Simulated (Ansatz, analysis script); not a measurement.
# Constrained moments in CrO2

How well does a Heisenberg term describe CrO2? One moment is turned under a constraint.

Calculated with Ansatz 0.2.0; LDA with U = 3.5 eV on Cr d (ortho-atomic projectors), PAW set soft_1 (files made for PBE).

Report form: the programs' logs are mostly left out.

In doubt: warnings of the run leave room for a lower electronic state (step 3), so energies may not be the lowest and differences between runs may mislead.

## 1. The structure

It takes space group P4_2/mnm (No. 136, tetragonal). Conventional cell: a = 4.421 Å, b = 4.421 Å, c = 2.917 Å, α = 90.00°, β = 90.00°, γ = 90.00°. Cr has 6 O at 1.88 to 1.92 Å nearest. Nearest to O lie 3 Cr at 1.88 to 1.92 Å. Farther neighbours and most contacts between anions are not listed.

The cell of this run holds 6 atoms, 2 of them with a starting moment; values «a cell» refer to the cell of the run in question.

## 2. Collinear start 1: ferro ++

The order that a run ends on hangs on its start, so several orders are typed and the lowest is carried on. The program's own search can turn an unstable start over.

The input, input.yaml:

```yaml
crystal:
  lattice:
    - [4.421, 0.0, 0.0]
    - [0.0, 4.421, 0.0]
    - [0.0, 0.0, 2.917]
  atoms:
    - { symbol: Cr, position: [0.0, 0.0, 0.0], spin: 3.0 }
    - { symbol: Cr, position: [0.5, 0.5, 0.5], spin: 3.0 }
    - { symbol: O, position: [0.301, 0.301, 0.0] }
    - { symbol: O, position: [0.199, 0.801, 0.5] }
    - { symbol: O, position: [0.699, 0.699, 0.0] }
    - { symbol: O, position: [0.801, 0.199, 0.5] }
magnetization:
  spin_polarized: true
kpoints:
  mp_grid: { grid: [4, 4, 6] }
hamiltonian:
  xc: lda
  hubbard:
    projectors: ortho-atomic
    sites: [{ species: Cr, l: d, u_eff: 3.5 }]
  pseudopotentials: { kind: paw, azcp: { folder: soft_1 }, xc_functional: pbe }
scf:
  occupations: { method: fermi_dirac, width: 0.05 }
  max_iter: 120
  convergence: { dr2_threshold: 1.0e-08 }
output:
  write_density: true
  write_potential: true
  elf: true
  volumetric_format: npy
```

Launch:

```bash
$ ansatz run input.yaml --threads 4 --pin off --max-ram 8192MiB --backend cpu --events-out ev --progress --plain --runs-dir out
```

Wall time 2.2 s (4 threads of Arm Neoverse V2, shared host); peak memory 0.41 GiB; 7.6 s of CPU time.

It ends ferromagnetic on the main sites, with smaller opposed moments on others, with 1.94 μB on the largest site.

## 3. Collinear start 2: antiferro +-

The density is converged from the given moments; the state reached depends on that start.

input.yaml, the sections that differ from step 2:

```yaml
crystal:
  lattice:
    - [4.421, 0.0, 0.0]
    - [0.0, 4.421, 0.0]
    - [0.0, 0.0, 2.917]
  atoms:
    - { symbol: Cr, position: [0.0, 0.0, 0.0], spin: 3.0 }
    - { symbol: Cr, position: [0.5, 0.5, 0.5], spin: -3.0 }
    - { symbol: O, position: [0.301, 0.301, 0.0] }
    - { symbol: O, position: [0.199, 0.801, 0.5] }
    - { symbol: O, position: [0.699, 0.699, 0.0] }
    - { symbol: O, position: [0.801, 0.199, 0.5] }
# magnetization, kpoints, hamiltonian, scf: as in step 2
# output: removed
```

Run time: 41 s. Hardware: 4 threads; peak memory 0.68 GiB.

It ends in an opposed order with unequal moments, with 1.81 μB on the largest site.

Between step 2 and this run (antiferromagnetic and initial order antiferro +-) the value for the largest spin moment in the atom's sphere moves from 1.94 μB to 1.81 μB (-7 %).

## 4. The collinear states

```csv
typed order,atoms,final state,energy (meV/atom),largest moment (μB)
ferro ++,6,"ferromagnetic, small opposed moments",0.00,1.94
antiferro +-,6,in an opposed order with unequal moments,89.62,1.81
```

The session goes on from the lowest state with moments found, typed ferro ++.

Spin moment in the atom's sphere by atom:

```csv
atom,spin moment in the atom's sphere (μB)
Cr1,1.94
Cr2,1.94
O3,-0.20
O4,-0.20
O5,-0.20
O6,-0.20
```

Tables count atoms from 1; parts of the log count from 0.

## 5. Denser mesh

Levels at the Fermi energy are partly filled, so moments and energy differences can hang on the k-mesh, and the state is solved again on a denser one.

input.yaml, the sections that differ from step 3:

```yaml
crystal:
  lattice:
    - [4.421, 0.0, 0.0]
    - [0.0, 4.421, 0.0]
    - [0.0, 0.0, 2.917]
  atoms:
    - { symbol: Cr, position: [0.0, 0.0, 0.0], spin: 1.94 }
    - { symbol: Cr, position: [0.5, 0.5, 0.5], spin: 1.94 }
    - { symbol: O, position: [0.301, 0.301, 0.0] }
    - { symbol: O, position: [0.199, 0.801, 0.5] }
    - { symbol: O, position: [0.699, 0.699, 0.0] }
    - { symbol: O, position: [0.801, 0.199, 0.5] }
kpoints:
  mp_grid: { grid: [9, 9, 13] }
basis:
  ecutwfc: 420.0
checkpoint:
  read: start
  write: ck
  compress: false
  write_wavefunctions: false
  write_every: 100000
# magnetization, hamiltonian, scf: as in step 3
```

It took 4.5 s on 4 threads; peak memory 0.61 GiB; 16 s of CPU time.

Spin moment in the atom's sphere by atom:

```csv
atom,spin moment in the atom's sphere (μB)
Cr1,1.95
Cr2,1.95
O3,-0.20
O4,-0.20
O5,-0.20
O6,-0.20
```

The run ends ferromagnetic on the main sites, with smaller opposed moments on others, with a net moment of 4 μB a cell.

## 6. The batch

A canted state is in general not stationary, so a lock holds the direction of each moment by a field that the run finds for itself, with a floor under its size so that it cannot collapse. One batch solves all states on one mesh, so that their energies can be subtracted.

The input counts atoms from 0. Atom 1 (Cr) is the turned one, and with it all its lattice images.

input.yaml, the sections that differ from step 5:

```yaml
crystal:
  lattice:
    - [4.421, 0.0, 0.0]
    - [0.0, 4.421, 0.0]
    - [0.0, 0.0, 2.917]
  atoms:
    - { symbol: Cr, position: [0.0, 0.0, 0.0], spin: 1.95, spin_axis: [0.0, 0.0, 1.0] }
    - { symbol: Cr, position: [0.5, 0.5, 0.5], spin: 1.95, spin_axis: [0.0, 0.0, 1.0] }
    - { symbol: O, position: [0.301, 0.301, 0.0] }
    - { symbol: O, position: [0.199, 0.801, 0.5] }
    - { symbol: O, position: [0.699, 0.699, 0.0] }
    - { symbol: O, position: [0.801, 0.199, 0.5] }
magnetization:
  noncollinear: true
magnetic_configurations:
  lock: { kind: ray, floor_fraction: 0.25 }
  seed: rotate
  angular_fan:
    site: 1
    rotation_axis: [0, 1, 0]
    angles_deg: [0, 30, 60, 90, 135, 180]
checkpoint:
  read: start
# kpoints, hamiltonian, scf, basis: as in step 5
```

Wall time 29 min (4 threads); peak memory 3 GiB; 1.9 h of CPU time.

The batch gives an energy and a set of moments for each member that converges.

## 7. Energies against angle

All numbers here come from the batch. Energies are free energies plus the run's first-order correction to the targets, less the reference.

```csv
angle (°),energy (meV a cell),turned moment (μB)
0,0.00,1.946
30,30.41,1.938
60,116.05,1.911
90,241.42,1.870
135,449.17,1.782
180,549.53,1.723
```

A fit E(θ) = A (1 − cos θ) + B sin²θ to the 5 turned states whose moment kept its size within 15 % gives A = 274 meV and B = -31.3 meV, with an r.m.s. miss of 2.0 meV. A > 0 favours the reference's alignment.

## 8. Outcome

```json
{"energy at 180°": "550 meV a cell", "turned moment": "1.95 μB at 0°, 1.72 μB at 180°", "bilinear term A": "274 meV", "biquadratic term B": "-31.3 meV"}
```

What this shows: Every turn costs energy, 550 meV a cell at 180°, so the ferromagnetic reference is stable against this one rotation; no orders other than those typed and the 180° state were run. The turned moment keeps its size within 11 %. The biquadratic term is 11 % of the bilinear one, so a Heisenberg term alone is not enough; B < 0 softens the collinear states, though not enough for a canted minimum. With two magnetic atoms a cell and E = −Σ J e·e over ordered pairs, the couplings of one atom to all images of the other sum to 137 meV. Spin–orbit coupling is switched off, and couplings of the turned atom to its own lattice images don't enter, since these turn with it. The state has partly filled levels, and there a U can create or enlarge moments. Energies are free energies at a smearing of 0.05 eV, and with partly filled levels differences shift, at times strongly, as the smearing goes to zero.

[Logs and program files are shortened in this print: banners, set-up blocks, solver, clock and traceback lines can be left out without a mark of their own.]

[Logs are printed without paths, hosts, clocks, repeated set-up lines and the standing remarks that a program may print on its own settings, such as how far it seeks lower states.]

[Hosts, paths, dates, database ids (printed as entryN), source tags and the programs' standing remarks are cut or masked in the printed files.]
